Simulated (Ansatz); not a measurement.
# Direct or indirect: LiPS3 (C2/m)

```
S P Li
1.0
     5.55780   -3.50350    0.00000
     5.55780    3.50350    0.00000
    -3.79579    0.00000    5.30744
S P Li
6 2 2
Direct
  0.68080 0.68080 0.06150
  0.31920 0.31920 0.93850
  0.80220 0.80220 0.67390
  0.19780 0.19780 0.32610
  0.77880 0.22120 0.50000
  0.22120 0.77880 0.50000
  0.84610 0.84610 0.41940
  0.15390 0.15390 0.58060
  0.24070 0.75930 0.00000
  0.75930 0.24070 0.00000
```

Method: Ansatz, PBE, independent particles, without spin-orbit coupling, line width 0.15 eV (Gaussian). The band structure gives a fundamental gap of 1.85 eV. The spectrum of vertical transitions near the edge:

```
E (eV)  Im ε, E ∥ x  Im ε, E ∥ y  Im ε, E ∥ z
  1.38         0.00         0.00         0.00
  1.50         0.00         0.00         0.00
  1.62         0.00         0.00         0.00
  1.74         0.00         0.00         0.00
  1.86         0.00         0.00         0.00
  1.98         0.00         0.00         0.00
  2.10         0.03         0.04         0.01
  2.22         0.31         0.27         0.12
  2.34         1.15         0.87         0.46
  2.46         2.21         1.76         0.92
  2.58         2.68         2.06         1.25
  2.70         2.74         1.60         1.63
  2.82         3.16         1.26         2.17
  2.94         3.78         1.35         2.53
  3.06         5.03         1.96         2.84
  3.18         6.97         2.70         3.34
  3.30         8.14         2.99         3.80
  3.42         7.96         3.14         4.29
```

(1) Is the gap direct or indirect, and about where do vertical transitions set in?

Answers

(1) Indirect, by the band path, whose least direct gap is 2.24 eV. The curves fit this: they stay near zero above 1.85 eV and rise only from about 2.2 eV, though a forbidden direct transition would look alike. Lines are broadened by 0.15 eV, which spreads the edge, and phonons, which would give weak absorption from the fundamental gap up, are left out.

[Logs are printed without paths, hosts, clocks, repeated set-up lines and the standing remarks that a program may print on its own settings, such as how far it seeks lower states.]
